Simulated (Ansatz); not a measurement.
**K on Zr(0001): change of the work function**

Aim: the work function of Zr(0001) at several coverages of K (fcc site), and the dipole that each adsorbate carries.

Method: plane-wave DFT, PBE, Ansatz PAW, in Ansatz 0.2.0.

### Step 1. The structure

The cell holds 4 atoms: 4 Zr. Cell: a = 3.230 Å, b = 3.230 Å, c = 25.718 Å, α = 90.0°, β = 90.0°, γ = 60.0°. Vacuum lies along c.

As a file:

```cif
data_structure
_symmetry_space_group_name_H-M 'P 1'
_symmetry_Int_Tables_number 1
_cell_length_a 3.2300
_cell_length_b 3.2300
_cell_length_c 25.7181
_cell_angle_alpha 90.000
_cell_angle_beta 90.000
_cell_angle_gamma 60.000
_cell_volume 232.37
loop_
_atom_site_label
_atom_site_type_symbol
_atom_site_fract_x
_atom_site_fract_y
_atom_site_fract_z
_atom_site_occupancy
Zr1 Zr 0.66667 0.66667 0.34995 1
Zr2 Zr 0.00000 0.00000 0.44998 1
Zr3 Zr 0.66667 0.66667 0.55002 1
Zr4 Zr 0.00000 0.00000 0.65005 1
```

### Step 2. The clean slab

The bare slab comes first, as the zero from which every change is counted. The two lowest layers are held at bulk places and the upper ones relax. The dipole correction removes the false field that a one-sided slab makes across the periodic vacuum, so each face gets a flat vacuum level of its own.

Input file input.yaml:

```yaml
crystal:
  lattice:
    - [3.23, 0.0, 0.0]
    - [1.615, 2.7972620542, 0.0]
    - [0.0, 0.0, 25.718085]
  atoms:
    - { symbol: Zr, position: [0.6666666667, 0.6666666667, 0.3499482951] }
    - { symbol: Zr, position: [0.0, 0.0, 0.449982765] }
    - { symbol: Zr, position: [0.6666666667, 0.6666666667, 0.550017235] }
    - { symbol: Zr, position: [0.0, 0.0, 0.6500517049] }
kpoints:
  mp_grid: { grid: [12, 12, 1] }
hamiltonian:
  xc: pbe
scf:
  occupations: { method: fermi_dirac, width: 0.1 }
  convergence: { dr2_threshold: 1.0e-08 }
efield:
  axis: 3
  dipole_correction: true
  ramp_position: 0.97
  ramp_width: 0.06
relax:
  f_tol: 0.02
  max_steps: 60
  constraints: [{ sites: [0, 1] }]
output:
  write_potential: true
  write_density: true
  volumetric_format: npy
```

Launch:

```bash
$ ansatz run input.yaml --threads 4 --pin off --max-ram 16384MiB --backend cpu --events-out ev --progress --plain --runs-dir out
```

Numbers of over 12 decimals in the logs are rounded to 6 here.

Output:

```text
Engine: ansatz 0.2.0, aarch64-unknown-linux-gnu
Pseudopotentials: kind: paw
Pseudopotential: Zr, paw, valence charge 12, recommended cutoff 420 eV (normal), Zr.paw.azcp
Functional definition: PBE
  parameter kappa = 0.804
  parameter beta = 0.066725
  exchange = pbe_x(kappa = kappa, mu = beta*pi^2/3)
  correlation = pbe_c(beta = beta)
Crystal: 4 atoms, lattice volume = 232.367 Å³
Basis set: ecut = 420 eV, 4609 PW (Γ), exchange–correlation on 48×48×360 points (8 copies of the dense FFT grid, shifted against one another)
Bands: 29, of which v1, the nominal top of the filled ones, is band 24 counted from 1 (23 counted from 0)
Symmetry: 6 space group operations
k-points: 19 of 144 (time reversal used)
Non-local potential: Zr, projectors of the file, l = 0: 3, l = 1: 2, l = 2: 2, l = 3: 2
PAW form: soft (Blöchl's): semilocal exchange-correlation on the pseudo side does not see the compensation charge
PAW one-centre angular grid: Zr, 590 points (default); XC on 64 Gauss nodes
Initial density: superposition of atomic densities (neutral atoms: chi_scale 0, normalization atom), corrected by the library's trained network
Initial wavefunctions: pseudopotential atomic-orbital guess
Functional: x = pbe(κ = 0.804, μ = 0.219515), c = pbe(β = 0.066725)
SCF iter   1: F=—  HF=-16733.557492 eV  |F-HF|=—  |Δ(HF+E_count)|=         —  Δρ=4.44e-3  dr2=5.33e-1  ethr=1.77e-3  p=-0.000 e·Å  D=-3.08e-14 V/Å  ΔV_dip=0.00 eV  dr2_dipole=1.07e-7  V_vac-E_F(+/−)=4.13/4.13 eV  ⟨swp⟩=5.6  Hψ=5350  notcnv=0
efield: sawtooth ramp at fractional position 0.9700 (set: `efield.ramp_position`, or a place that a band, a saddle search or an elastic batch's reference lends), width 0.0600; the density the first Hamiltonian is built on has a dipole p = -0.000 e·Å; the dipole correction subtracts the counter field D = -3.08e-14 V/Å, which shifts the + side's vacuum level by +0.00 eV against the − side's; the planar-averaged density in the ramp window peaks in size at 2.6e-5 e/Å³
automatic band count: the SCF goes on with 34 bands, as 29 were too few: the levels above may hold too much charge
preconditioner: auto → LDOS  [metal: Δε(μ)=0.039 eV  Ē_g=3.166 eV  σ=0.100 eV  W_gap=0.10  n_scr=16 (ndim 8)  ℏωp=9.7 eV  f_vac=0.521  D(μ)=7.16/eV (n_scr^D=48)  β→1.0]
SCF iter   2: F=—  HF=-16733.547518 eV  |F-HF|=—  |Δ(HF+E_count)|=   9.97e-3  Δρ=1.07e-3  dr2=7.25e-3  ethr=1.11e-3  p=0.000 e·Å  D=1.44e-5 V/Å  ΔV_dip=-0.00 eV  dr2_dipole=5.05e-9  V_vac-E_F(+/−)=4.15/4.15 eV  ⟨swp⟩=1.6  Hψ=814  notcnv=0
SCF iter   3: F=—  HF=-16733.548011 eV  |F-HF|=—  |Δ(HF+E_count)|=   4.93e-4  Δρ=4.15e-4  dr2=2.47e-3  ethr=1.51e-5  p=0.000 e·Å  D=3.77e-6 V/Å  ΔV_dip=-0.00 eV  dr2_dipole=2.22e-8  V_vac-E_F(+/−)=4.17/4.17 eV  ⟨swp⟩=2.7  Hψ=1033  notcnv=0
SCF iter   4: F=—  HF=-16733.548012 eV  |F-HF|=—  |Δ(HF+E_count)|=   1.52e-6  Δρ=1.52e-4  dr2=1.70e-4  ethr=5.15e-6  p=0.000 e·Å  D=2.33e-6 V/Å  ΔV_dip=-0.00 eV  dr2_dipole=5.95e-9  V_vac-E_F(+/−)=4.17/4.17 eV  ⟨swp⟩=1.5  Hψ=817  notcnv=0
SCF iter   5: F=—  HF=-16733.548028 eV  |F-HF|=—  |Δ(HF+E_count)|=   1.60e-5  Δρ=4.96e-5  dr2=8.65e-6  ethr=3.55e-7  p=0.000 e·Å  D=5.99e-7 V/Å  ΔV_dip=-0.00 eV  dr2_dipole=1.25e-10  V_vac-E_F(+/−)=4.18/4.18 eV  ⟨swp⟩=2.2  Hψ=881  notcnv=0
SCF iter   6: F=—  HF=-16733.547888 eV  |F-HF|=—  |Δ(HF+E_count)|=   1.41e-4  Δρ=1.68e-5  dr2=1.31e-6  ethr=1.80e-8  p=0.000 e·Å  D=4.17e-7 V/Å  ΔV_dip=-0.00 eV  dr2_dipole=6.41e-11  V_vac-E_F(+/−)=4.18/4.18 eV  ⟨swp⟩=2.1  Hψ=956  notcnv=0
SCF iter   7: F=—  HF=-16733.547888 eV  |F-HF|=—  |Δ(HF+E_count)|=   6.91e-7  Δρ=5.91e-6  dr2=1.27e-7  ethr=2.73e-9  p=0.000 e·Å  D=1.54e-7 V/Å  ΔV_dip=-0.00 eV  dr2_dipole=2.77e-11  V_vac-E_F(+/−)=4.18/4.18 eV  ⟨swp⟩=2.0  Hψ=906  notcnv=0
SCF iter   8: F=-16733.547888 eV  HF=-16733.547888 eV  |F-HF|=4.81e-8  |Δ(HF+E_count)|=   6.78e-8  Δρ=1.61e-6  dr2=6.81e-9  ethr=2.08e-11  p=0.000 e·Å  D=8.39e-8 V/Å  ΔV_dip=-0.00 eV  dr2_dipole=3.85e-12  V_vac-E_F(+/−)=4.18/4.18 eV  ⟨swp⟩=7.9  Hψ=4633  notcnv=0
SCF 1 converged in 8 iterations: F = -16733.547888 eV  dr2 = 6.81e-9
  greatest PAW one-centre occupation: 0.996 electrons in one spin orbital (limit 2), on the Zr atom at site 0 (counted from 0), in its partial waves of l = 0
relax step   1: F+E_penalty+E_count = -16733.54788850 eV  Δ(F+E_penalty+E_count) = +0.000e0 eV  max|allowed force component| = 6.086e-1 eV/Å  Δτ_max = 0.0000 Å  (8 SCF iters, accepted)
Bands: 34, of which v1, the nominal top of the filled ones, is band 24 counted from 1 (23 counted from 0)
Initial density: handed on by an earlier stage of this run
Initial wavefunctions: those handed on with the density
SCF iter   1: F=—  HF=-16733.682250 eV  |F-HF|=—  |Δ(HF+E_count)|=         —  Δρ=8.16e-3  dr2=2.95e0  ethr=3.10e-3  p=0.000 e·Å  D=2.63e-8 V/Å  ΔV_dip=-0.00 eV  dr2_dipole=4.96e-1  V_vac-E_F(+/−)=4.17/4.17 eV  ⟨swp⟩=3.9  Hψ=1617  notcnv=1
efield: sawtooth ramp at fractional position 0.9700 (set: `efield.ramp_position`, or a place that a band, a saddle search or an elastic batch's reference lends), width 0.0600; the density the first Hamiltonian is built on has a dipole p = 0.000 e·Å; the dipole correction subtracts the counter field D = 2.63e-8 V/Å, which shifts the + side's vacuum level by -0.00 eV against the − side's; the planar-averaged density in the ramp window peaks in size at 6.6e-7 e/Å³
preconditioner: auto → LDOS  [metal: Δε(μ)=0.013 eV  Ē_g=3.209 eV  σ=0.100 eV  W_gap=0.03  n_scr=16 (ndim 8)  ℏωp=9.7 eV  f_vac=0.523  D(μ)=6.61/eV (n_scr^D=36)  β→1.0]
SCF iter   2: F=—  HF=-16733.583618 eV  |F-HF|=—  |Δ(HF+E_count)|=   9.86e-2  Δρ=3.85e-3  dr2=1.51e-1  ethr=3.10e-3  p=0.006 e·Å  D=4.52e-3 V/Å  ΔV_dip=-0.12 eV  dr2_dipole=7.53e-3  V_vac-E_F(+/−)=4.08/4.19 eV  ⟨swp⟩=2.1  Hψ=1007  notcnv=0
SCF iter   3: F=—  HF=-16733.575182 eV  |F-HF|=—  |Δ(HF+E_count)|=   8.44e-3  Δρ=1.72e-3  dr2=3.30e-2  ethr=3.14e-4  p=0.002 e·Å  D=1.91e-3 V/Å  ΔV_dip=-0.05 eV  dr2_dipole=1.60e-3  V_vac-E_F(+/−)=4.14/4.19 eV  ⟨swp⟩=2.1  Hψ=1085  notcnv=0
SCF iter   4: F=—  HF=-16733.570450 eV  |F-HF|=—  |Δ(HF+E_count)|=   4.73e-3  Δρ=3.20e-4  dr2=1.62e-3  ethr=6.87e-5  p=0.003 e·Å  D=2.32e-3 V/Å  ΔV_dip=-0.06 eV  dr2_dipole=6.30e-4  V_vac-E_F(+/−)=4.12/4.18 eV  ⟨swp⟩=2.2  Hψ=884  notcnv=0
SCF iter   5: F=—  HF=-16733.570491 eV  |F-HF|=—  |Δ(HF+E_count)|=   4.15e-5  Δρ=8.70e-5  dr2=4.19e-5  ethr=3.38e-6  p=0.003 e·Å  D=2.22e-3 V/Å  ΔV_dip=-0.06 eV  dr2_dipole=8.73e-12  V_vac-E_F(+/−)=4.13/4.18 eV  ⟨swp⟩=1.8  Hψ=842  notcnv=0
[...]
SCF iter   2: F=—  HF=-16733.588226 eV  |F-HF|=—  |Δ(HF+E_count)|=   1.75e-2  Δρ=1.52e-3  dr2=1.85e-2  ethr=1.00e-3  p=0.000 e·Å  D=1.96e-4 V/Å  ΔV_dip=-0.01 eV  dr2_dipole=1.41e-3  V_vac-E_F(+/−)=4.18/4.18 eV  ⟨swp⟩=2.1  Hψ=746  notcnv=0
SCF iter   3: F=—  HF=-16733.587671 eV  |F-HF|=—  |Δ(HF+E_count)|=   5.55e-4  Δρ=9.07e-4  dr2=7.70e-3  ethr=3.86e-5  p=0.002 e·Å  D=1.21e-3 V/Å  ΔV_dip=-0.03 eV  dr2_dipole=1.55e-4  V_vac-E_F(+/−)=4.15/4.18 eV  ⟨swp⟩=2.0  Hψ=1095  notcnv=0
SCF iter   4: F=—  HF=-16733.586446 eV  |F-HF|=—  |Δ(HF+E_count)|=   1.23e-3  Δρ=2.74e-4  dr2=8.39e-4  ethr=1.60e-5  p=0.001 e·Å  D=8.17e-4 V/Å  ΔV_dip=-0.02 eV  dr2_dipole=2.72e-5  V_vac-E_F(+/−)=4.16/4.18 eV  ⟨swp⟩=2.4  Hψ=905  notcnv=0
SCF iter   5: F=—  HF=-16733.586352 eV  |F-HF|=—  |Δ(HF+E_count)|=   9.43e-5  Δρ=8.20e-5  dr2=6.18e-5  ethr=1.75e-6  p=0.001 e·Å  D=5.20e-4 V/Å  ΔV_dip=-0.01 eV  dr2_dipole=1.67e-7  V_vac-E_F(+/−)=4.17/4.18 eV  ⟨swp⟩=2.2  Hψ=858  notcnv=0
SCF iter   6: F=—  HF=-16733.586339 eV  |F-HF|=—  |Δ(HF+E_count)|=   1.30e-5  Δρ=1.74e-5  dr2=2.75e-6  ethr=1.29e-7  p=0.001 e·Å  D=4.48e-4 V/Å  ΔV_dip=-0.01 eV  dr2_dipole=4.52e-8  V_vac-E_F(+/−)=4.17/4.18 eV  ⟨swp⟩=2.4  Hψ=943  notcnv=0
SCF iter   7: F=—  HF=-16733.586204 eV  |F-HF|=—  |Δ(HF+E_count)|=   1.35e-4  Δρ=3.61e-6  dr2=7.09e-8  ethr=5.73e-9  p=0.001 e·Å  D=4.12e-4 V/Å  ΔV_dip=-0.01 eV  dr2_dipole=1.38e-8  V_vac-E_F(+/−)=4.17/4.18 eV  ⟨swp⟩=2.2  Hψ=939  notcnv=0
SCF iter   8: F=-16733.586204 eV  HF=-16733.586204 eV  |F-HF|=4.09e-9  |Δ(HF+E_count)|=   3.16e-8  Δρ=1.22e-6  dr2=9.28e-9  ethr=2.08e-11  p=0.001 e·Å  D=4.07e-4 V/Å  ΔV_dip=-0.01 eV  dr2_dipole=1.17e-9  V_vac-E_F(+/−)=4.17/4.18 eV  ⟨swp⟩=9.7  Hψ=4356  notcnv=0
SCF 3 converged in 8 iterations: F = -16733.586204 eV  dr2 = 9.28e-9
relax step   3: F+E_penalty+E_count = -16733.58620364 eV  Δ(F+E_penalty+E_count) = -1.585e-2 eV  max|allowed force component| = 5.321e-2 eV/Å  Δτ_max = 0.0631 Å  (8 SCF iters, accepted)
SCF iter   1: F=—  HF=-16733.587053 eV  |F-HF|=—  |Δ(HF+E_count)|=         —  Δρ=4.83e-4  dr2=5.16e-3  ethr=3.16e-4  p=0.001 e·Å  D=4.07e-4 V/Å  ΔV_dip=-0.01 eV  dr2_dipole=1.05e-5  V_vac-E_F(+/−)=4.17/4.18 eV  ⟨swp⟩=2.0  Hψ=1029  notcnv=0
efield: sawtooth ramp at fractional position 0.9700 (set: `efield.ramp_position`, or a place that a band, a saddle search or an elastic batch's reference lends), width 0.0600; the density the first Hamiltonian is built on has a dipole p = 0.001 e·Å; the dipole correction subtracts the counter field D = 4.07e-4 V/Å, which shifts the + side's vacuum level by -0.01 eV against the − side's; the planar-averaged density in the ramp window peaks in size at 5.7e-7 e/Å³
preconditioner: auto → LDOS  [metal: Δε(μ)=0.004 eV  Ē_g=3.183 eV  σ=0.100 eV  W_gap=0.01  n_scr=16 (ndim 8)  ℏωp=9.7 eV  f_vac=0.522  D(μ)=6.82/eV (n_scr^D=48)  β→1.0]
SCF iter   2: F=—  HF=-16733.586760 eV  |F-HF|=—  |Δ(HF+E_count)|=   2.92e-4  Δρ=2.72e-4  dr2=1.00e-3  ethr=1.08e-5  p=0.001 e·Å  D=9.51e-4 V/Å  ΔV_dip=-0.02 eV  dr2_dipole=2.26e-5  V_vac-E_F(+/−)=4.15/4.18 eV  ⟨swp⟩=2.1  Hψ=911  notcnv=0
SCF iter   3: F=—  HF=-16733.586702 eV  |F-HF|=—  |Δ(HF+E_count)|=   5.86e-5  Δρ=8.73e-5  dr2=6.36e-5  ethr=2.09e-6  p=0.001 e·Å  D=6.71e-4 V/Å  ΔV_dip=-0.02 eV  dr2_dipole=7.28e-7  V_vac-E_F(+/−)=4.16/4.18 eV  ⟨swp⟩=2.1  Hψ=839  notcnv=0
SCF iter   4: F=—  HF=-16733.586682 eV  |F-HF|=—  |Δ(HF+E_count)|=   1.96e-5  Δρ=2.43e-5  dr2=2.38e-6  ethr=1.32e-7  p=0.001 e·Å  D=6.62e-4 V/Å  ΔV_dip=-0.02 eV  dr2_dipole=5.94e-9  V_vac-E_F(+/−)=4.16/4.18 eV  ⟨swp⟩=2.1  Hψ=1056  notcnv=0
SCF iter   5: F=—  HF=-16733.586552 eV  |F-HF|=—  |Δ(HF+E_count)|=   1.30e-4  Δρ=6.36e-6  dr2=2.66e-7  ethr=4.97e-9  p=0.001 e·Å  D=6.28e-4 V/Å  ΔV_dip=-0.02 eV  dr2_dipole=1.02e-11  V_vac-E_F(+/−)=4.16/4.18 eV  ⟨swp⟩=2.1  Hψ=870  notcnv=0
SCF iter   6: F=—  HF=-16733.586552 eV  |F-HF|=—  |Δ(HF+E_count)|=   9.85e-8  Δρ=2.51e-6  dr2=6.71e-8  ethr=5.53e-10  p=0.001 e·Å  D=6.03e-4 V/Å  ΔV_dip=-0.02 eV  dr2_dipole=4.48e-9  V_vac-E_F(+/−)=4.16/4.18 eV  ⟨swp⟩=2.4  Hψ=942  notcnv=0
SCF iter   7: F=-16733.586552 eV  HF=-16733.586552 eV  |F-HF|=1.46e-9  |Δ(HF+E_count)|=   6.63e-9  Δρ=9.70e-7  dr2=6.97e-9  ethr=2.08e-11  p=0.001 e·Å  D=5.86e-4 V/Å  ΔV_dip=-0.02 eV  dr2_dipole=4.64e-10  V_vac-E_F(+/−)=4.16/4.18 eV  ⟨swp⟩=6.9  Hψ=4304  notcnv=0
SCF 4 converged in 7 iterations: F = -16733.586552 eV  dr2 = 6.97e-9
relax step   4: F+E_penalty+E_count = -16733.58655243 eV  Δ(F+E_penalty+E_count) = -3.488e-4 eV  max|allowed force component| = 8.148e-3 eV/Å  Δτ_max = 0.0117 Å  (7 SCF iters, accepted)
NSCF: frozen V_eff on 19 k-points
the band table was solved once a step of the walk had ended and its energy, with any forces and stress, was formed, with the checks that follow a solve (2926 applications of the Hamiltonian). They found nothing against the state; the energy, forces and stress were not computed again (output.eigenvalues in the input reference)
WARN: The input density's exchange-correlation potential varies sharply where the density is thin. Do not read a vacuum level from v_tot or v_xc, or from such a field of the output density. On a cell that repeats whose density bears no net charge and no dipole along the vacuum's axis use v_es (v_loc + v_h of the components); under efield.dipole_correction with no amplitude use v_es + v_field, which holds any external [...]
SCF converged after 7 iterations
Free energy (F): -16733.586552 eV
Harris-Foulkes:  -16733.586552 eV  (|F-HF|=1.46e-9)
Internal energy: -16733.365929 eV  (E = F + TS)
E sigma→0 (E₀):  -16733.476241 eV
Entropy (-TS):   -0.220623 eV (-55.156 meV/atom)
Fermi energy:    3.221640 eV
Dipole field:    D = 0.000559 V/Å  (p = 0.000718 e·Å, saw-weighted, corrected)
Work function:   Φ+ = 4.1653 eV   Φ− = 4.1797 eV
Levels:          The Fermi level and band energies are counted from a zero that moves with the ramp; work functions are not
--- Per-component energies (eV) ---
  E_band       = -903.791514
  E_kinetic    = 1326.002279
  E_local      = -39066.160198  (includes V_loc(G=0)·N_el)
  E_nonlocal   = 323.579393
  E_hartree    = 18796.930185
  E_xc         = -642.831300
  E_vxc        = -758.598660  (∫ρ·V_xc dr)
  E_paw        = -11816.668412  (= ΣΔE_a)
  E_vpaw       = -322.475559  (= ΣTr[D̂ρ^β])
  E_aug_tail   = 0.000098  (compensation charges beyond the density's cutoff)
  E_efield     = 0.000000  (sawtooth field / dipole correction)
  E_vefield    = -0.000443  (∫n·V_field dr)
  E_ewald      = 14345.782025
  E_smearing   = -0.220623  (= −TS)
  E_closure    = 0.000000  (closes the sum)
  Σ components = -16733.586552   (vs F -16733.586552, Δ=0.00e0)
--- Forces (eV/Å), atoms counted from 1 ---
  atom   1  Zr     0.00000000    -0.00000000     0.45026778
  atom   2  Zr    -0.00000000     0.00000000    -0.44766616
  atom   3  Zr     0.00000000    -0.00000000    -0.00814794
  atom   4  Zr     0.00000000     0.00000000     0.00554617
  max |Σ_I F_I| component: 1.43e-7 eV/Å
--- Band table (eV; the first three rows and the last of 19) ---
  k-point 0: bands = [... 20 lower, 2.9732, 3.2750, 3.7893, 3.8564, 3.9939, 3.9939, 4.0865, 4.0865, ... 6 higher]
  k-point 1: bands = [... 20 lower, 2.8778, 3.2564, 3.5627, 3.6203, 3.8534, 3.9788, 4.1411, 4.2093, ... 6 higher]
  k-point 2: bands = [... 20 lower, 2.5727, 2.9194, 3.0801, 3.3553, 3.5026, 3.6525, 4.0458, 4.2786, ... 6 higher]
  k-point 18: bands = [... 20 lower, 2.1808, 2.4031, 2.4729, 3.2680, 3.2803, 3.3333, 3.3858, 3.4952, ... 6 higher]
--- Relaxed structure (4 steps of the walk, 4 accepted, 0 SCFs on fresh bases) ---
  F+E_penalty+E_count = -16733.58655243 eV   max|allowed force component| = 8.148e-3 eV/Å
  atoms:
    - { symbol: Zr, position: [0.666667, 0.666667, 0.3499482951] }
    - { symbol: Zr, position: [0.0, 0.0, 0.449982765] }
    - { symbol: Zr, position: [0.666667, 0.666667, 0.553889] }
    - { symbol: Zr, position: [-1.312544850788687e-18, -4.428137159959304e-19, 0.648750] }
```

Wall time 12 s (4 threads of Arm Neoverse V1, shared host); peak memory 0.58 GiB; 48 s of CPU time.

Step by step:

```csv
step,energy less that of the first step (eV),largest force component (eV/Å)
1,0.0000,0.6086
2,-0.0225,0.4689
3,-0.0383,0.0532
4,-0.0387,0.0081
```

Forces are held to the 6 operations that the run works with; a distortion that breaks them can't arise in this run.

The atoms that moved most (Å):

```csv
atom,dx,dy,dz,length
Zr3,0.000,0.000,0.100,0.100
Zr4,0.000,0.000,-0.033,0.033
```

Final coordinates:

```cif
data_structure
_symmetry_space_group_name_H-M 'P 1'
_symmetry_Int_Tables_number 1
_cell_length_a 3.2300
_cell_length_b 3.2300
_cell_length_c 25.7181
_cell_angle_alpha 90.000
_cell_angle_beta 90.000
_cell_angle_gamma 60.000
_cell_volume 232.37
loop_
_atom_site_label
_atom_site_type_symbol
_atom_site_fract_x
_atom_site_fract_y
_atom_site_fract_z
_atom_site_occupancy
Zr1 Zr 0.66667 0.66667 0.34995 1
Zr2 Zr 0.00000 0.00000 0.44998 1
Zr3 Zr 0.66667 0.66667 0.55389 1
Zr4 Zr 0.00000 0.00000 0.64875 1
```

This step gave:

```yaml
energy_at_zero_smearing: -16733.4762 eV
work_function_upper_face: 4.165 eV
dipole_along_the_normal: 7.18e-4 e·Å
```

Running mean over 2.573 Å of the planar mean; the ramp of the sawtooth is left out. Electron's electrostatic potential energy less the Fermi level against z:

z (Å), electron's electrostatic potential energy less the Fermi level (eV) and a bar from the least value:
```
      3.5       4.18 ##############################
      4.0       4.18 ##############################
      4.5       4.17 ##############################
      5.0       4.15 ##############################
      5.5       4.09 ##############################
      6.0       3.92 #############################
      6.5       3.43 ############################
      7.0       2.15 #########################
      7.5      -1.01 ##################
      8.0      -5.14 #########
      8.5      -7.74 ####
      9.0      -8.45 ##
      9.5      -8.43 ##
     10.0      -8.32 ##
     10.5      -8.28 ##
     11.0      -8.29 ##
     11.5      -8.29 ##
     12.0      -8.16 ###
     12.5      -7.78 ###
     13.0      -7.60 ####
     13.5      -7.92 ###
     14.0      -8.25 ##
     14.5      -8.50 ##
     15.0      -9.02 #
     15.5      -9.34 
     16.0      -9.04 #
     16.5      -8.65 ##
     17.0      -8.19 ###
     17.5      -6.36 #######
     18.0      -2.56 ###############
     18.5       1.19 #######################
     19.0       3.09 ############################
     19.5       3.78 #############################
     20.0       4.03 ##############################
     20.5       4.12 ##############################
     21.0       4.15 ##############################
     21.5       4.16 ##############################
     22.0       4.16 ##############################
     22.5       4.16 ##############################
```

The relaxation took 4 steps and lowered the energy by 0.039 eV; the largest force on the free atoms ends at 0.0081 eV/Å.

The work function of the upper face is 4.17 eV.

(Continued in part 2 of 3.)

[Logs are printed without paths, hosts, clocks, repeated set-up lines and the standing remarks that a program may print on its own settings, such as how far it seeks lower states.]

[Hosts, paths, dates, database ids (printed as entryN), source tags and the programs' standing remarks are cut or masked in the printed files.]

[Maps of the electrostatic potential energy from Ansatz leave out the sawtooth potential of an applied field or a dipole correction, so their vacuum need not be flat; planar profiles and work functions include it.]
